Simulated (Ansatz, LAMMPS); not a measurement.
# Forces and charges in glassy 67P2O5-33MgO (mol %) (80 atoms), part 2 of 2

What does DFT give for glassy 67P2O5-33MgO (mol %) (80 atoms) as built?

Ansatz 0.2.0; Kohn-Sham DFT, r2SCAN, PAW (set soft_2), plane waves.

The cell: 20 P, 5 Mg and 55 O. The quench rate of 25 K/ps is orders of magnitude faster than experiment. The network of bonds at the start is that of the classical potential that made the cell. Sampling is at Γ alone, for a cell whose shortest periodic width is 10 Å.

So far: The starting structure; The classical run that made the cell; Plane-wave single point.

### 3. Plane-wave single point (continued)

Electrostatic potential energy in the bc plane at fractional x = 0.252, with atoms of P and Mg and O within 0.2 Å of it. With pseudopotentials it is smooth inside the atoms' cores, unlike the true potential.

Values in eV, 13 rows by 16 columns, each cell a mean:
```
-31 -16   4  10  11   9   1 -20 -12   4   9  11  10 -17 -23 -28
-44  -8   8  10  10  10   2 -31 -16   8  10  11  12   9  -4 -42
 -4   6   9   9   8   7   3 -23  -9  10  11  11  11  11   7  -3
 10  10   9   7   0 -10  -2   6   9  10  10  10  10  10  10  10
 11  11  10   5 -16 -47 -27   3   9  10  10  10   8   5   7  10
 11  11   9   4  -1 -17  -6   1   0   6   9  10   7   1   6   9
 11  10 -20 -34   2   8   7  -4 -27 -19   2   9  10   9  10  11
 11   6 -12 -16   6  10   9   1 -26 -28  -2   8  10  10  11  12
 10   2 -16  -9   6   9   9   7   0 -33 -28   4   8   9  11  12
 11   7 -16 -25   4  10  10  10   8 -14 -26 -22  -6   7  10  11
 11   8 -17 -28   4  11  11  10   9   2 -33 -48 -28   4  10  11
 10   8   6   6   9  10  10   9   2 -28 -25 -22  -6   8  11  11
  4 -10   2   9  10   4   4  -3  -7 -25  -8   7   9   1   2   7
```
Columns run along b (10.0 Å; values clipped at the 3rd and 97th percentile), rows up along c (10.0 Å). Atoms in or near the plane, at fractional coordinates: P at (0.99, 0.90), P at (0.70, 0.18), Mg at (0.34, 0.64), O at (0.48, 0.84), O at (0.61, 0.31), O at (0.19, 0.22), O at (0.60, 0.07), O at (0.19, 0.47).

Mean Löwdin charges: Mg +1.66, O -0.85, P +2.31 e (they miss 1.7 % of the electrons, so they add up to more than the cell's charge).

### 4. Distances and neighbours

These statistics describe the geometry on which the runs were made.

Density 2.73 g/cm³, 12.32 Å³ an atom.

Pair distribution functions g(r), in bins of 0.2 Å:

```
r (Å)  total   O-O   O-P  O-Mg   P-P  P-Mg  Mg-Mg
 1.40   1.12  0.00  3.27  0.00  0.00  0.00   0.00
 1.60   3.03  0.00  8.85  0.00  0.00  0.00   0.00
 1.80   0.08  0.00  0.12  0.41  0.00  0.00   0.00
 2.00   0.45  0.00  0.09  4.91  0.00  0.00   0.00
 2.20   0.22  0.20  0.00  1.50  0.00  0.00   0.00
 2.40   1.52  2.98  0.06  0.99  0.00  0.00   0.00
 2.60   1.11  2.27  0.05  0.21  0.00  0.00   0.00
 2.80   0.56  0.89  0.27  0.18  0.00  0.47   4.22
 3.00   0.67  0.93  0.12  0.17  2.33  0.44   3.32
 3.20   0.94  0.92  0.49  0.55  3.15  2.98   0.00
 3.40   0.92  0.91  1.07  0.13  0.16  3.40   0.00
 3.60   0.96  0.68  1.55  0.66  0.15  1.22   0.00
 3.80   1.18  0.50  2.34  1.17  0.39  0.28   0.00
 4.00   1.40  1.07  1.75  2.05  1.58  0.50   0.00
 4.20   1.09  0.89  1.22  1.53  1.56  0.67   0.00
 4.40   0.98  0.81  0.91  1.61  1.62  1.40   0.00
 4.60   1.08  1.33  0.72  1.15  1.29  0.75   1.47
 4.80   1.09  1.53  0.72  0.56  0.92  0.52   0.00
```

Bonds by pair of elements; cutoffs follow the first minimum of g(r), held within bounds set by covalent radii, and pairs that aren't listed don't count as bonded:

```
pair A-B  cutoff (Å)  bonds  mean length (Å)  spread (Å)  shortest (Å)  B about A  A about B
     O-P        1.93     82             1.55       0.064          1.46       1.49        4.1
    O-Mg        2.75     25             2.13       0.184          1.88      0.455          5
```

How many atoms have how many bonded neighbours:

```
element  mean  1   2  3   4  5  6
     Mg     5  0   0  0   1  3  1
      O  1.95  8  42  5   0  0  0
      P   4.1  0   0  0  18  2  0
```

Bond angles, per cent of each kind in bins of 5°:

```
angle (°)  O-P-O  O-Mg-O  P-O-P  Mg-O-P
    60–65    0.0     2.0    0.0     0.0
    65–70    0.0     2.0    0.0     0.0
    70–75    0.0     0.0    0.0     0.0
    75–80    0.0     3.9    0.0     0.0
    80–85    0.0     9.8    0.0     0.0
    85–90    3.9    15.7    0.0     0.0
    90–95    5.5    17.6    0.0     0.0
   95–100    6.2     7.8    0.0     8.0
  100–105   19.5     7.8    0.0     0.0
  105–110   21.9     5.9    0.0     4.0
  110–115   27.3     3.9    0.0     0.0
  115–120    8.6     0.0    0.0     4.0
  120–125    3.1     0.0    0.0     4.0
  125–130    0.0     3.9    0.0     8.0
  130–135    0.8     0.0    0.0    16.0
  135–140    0.0     2.0    0.0    16.0
  140–145    0.0     0.0    3.7    12.0
  145–150    0.0     5.9    7.4     4.0
  150–155    0.8     3.9   14.8     4.0
  155–160    0.8     3.9   22.2     8.0
  160–165    0.0     0.0    7.4    12.0
  165–170    0.0     2.0   22.2     0.0
  170–175    0.8     2.0   14.8     0.0
  175–180    0.8     0.0    7.4     0.0
```

Bond angles (no mean is given where the spread exceeds 20°):

```
  angle  count  mean (°)  spread (°)
  O-P-O    128       109        13.2
 O-Mg-O     51         -           -
  P-O-P     27       162         9.7
 Mg-O-P     25       136        17.8
Mg-O-Mg      5      81.2         6.3
```

Oxygen atoms by the number of network formers (Si, P, Ge, B, Al, As, Ga) bound to them:

```
network formers bound to O  O atoms  per cent
                         0        0         0
                         1       28      50.9
                         2       27      49.1
```

Network units: each former by its oxygen neighbours and how many of them bridge to another former:

```
former  O neighbours  bridging O  atoms
     P             4           1      1
     P             4           2     10
     P             4           3      5
     P             4           4      2
     P             5           5      2
```

Bond length by coordination (bonds to H left out):

```
element  coordination  atoms  mean bond length (Å)
     Mg             4      1                  2.01
     Mg             5      3                  2.12
     Mg             6      1                  2.24
      O             1      8                  1.49
      O             2     42                  1.66
      O             3      5                  1.97
      P             4     18                  1.54
      P             5      2                  1.65
```

Rings of the network by King's shortest-path rule, up to 12 atoms, one path for each pair of neighbours; H, halogens, alkali and alkaline-earth atoms are left out, and the last column divides by all other atoms, bonded or not:

```
ring size (atoms)  rings  per network atom
                8      2             0.027
```

First main peaks of g(r), for some of the pairs, lie near 2.5 Å (O-O), 1.5 Å (O-P), 2.0 Å (O-Mg), 3.1 Å (P-P) and 3.3 Å (P-Mg). With the cutoffs above, 60 % of Mg atoms have 5, 76 % of O atoms have 2 and 90 % of P atoms have 4 bonded neighbours. The O-P-O angle averages 109° with a spread of 13°. 49 % of the oxygens bridge two formers (P) and 51 % are non-bridging. The commonest P unit has 4 oxygens, 2 of them shared with other formers (10 of 20 atoms). All rings counted have 8 atoms.

The surroundings of O48, picked at random, nearest first, numbered as they follow in the input and with coordinates relative to it.

```
atom      x      y      z  distance (Å)  bonds  Löwdin charge (e)     Fx     Fy  Fz (eV/Å)
 O48   0.00   0.00   0.00          0.00      2              -0.95   0.21  -0.59      -0.22
 P12   0.72  -1.18   0.54          1.48      4               2.34   1.79   1.20       0.35
Mg21  -1.02   1.57  -0.18          1.88      6               1.66   0.12   1.02      -1.35
 O59   1.73  -0.82   1.60          2.50      2              -0.97  -0.33  -0.45      -1.30
 O73  -0.21  -2.18   1.22          2.51      2              -0.76  -1.10  -1.41       1.26
 O66   1.48  -2.06  -0.57          2.60      2              -0.74   0.96   0.50      -0.81
 O78  -0.94  -2.54  -1.45          3.07      1              -0.94  -1.41   0.47      -0.42
 O75  -1.65   1.98   1.72          3.10      3              -0.97  -0.47  -0.27      -1.93
 O52   1.88   0.09  -2.51          3.14      1              -0.78  -0.86   1.46       0.94
```

The column of bonds counts only the pairs O-P within 1.93 Å, O-Mg within 2.75 Å; other neighbours, such as metal atoms beside each other in a compound, aren't counted, and periodic images can show an atom twice.

### 5. Results

```yaml
free_energy_per_atom: -701.4517 eV/atom
pressure: -2.69 GPa
r_m_s_force_component: 1.54 eV/Å
spacing_of_highest_filled_and_lowest_empty_level: 2.501 eV
wall_time_of_the_1_dft_run: 18 s
```

Between filled and empty levels lie 2.50 eV (at Γ alone); a semilocal functional tends to put such gaps too low. In a disordered cell it changes from sample to sample, and tail or defect levels can set it. With the cutoffs above, 60 % of Mg atoms have 5, 76 % of O atoms have 2 and 90 % of P atoms have 4 bonded neighbours. 49 % of the oxygens bridge two formers (P) and 51 % are non-bridging.

What to keep in mind: The force components of 1.5 eV/Å r.m.s. hold both thermal displacement and the mismatch between the potential that made the cell and DFT. The stress is far from hydrostatic: its diagonal is 0.9, -3.8, -5.1 GPa, compression counted positive. The pressure of -2.7 GPa is that of one thermal frame, in which the classical model's bond lengths enter as well as the volume, without the kinetic term.

[Logs are printed without paths, hosts, clocks, repeated set-up lines and the standing remarks that a program may print on its own settings, such as how far it seeks lower states.]

[Hosts, paths, dates, database ids (printed as entryN), source tags and the programs' standing remarks are cut or masked in the printed files.]
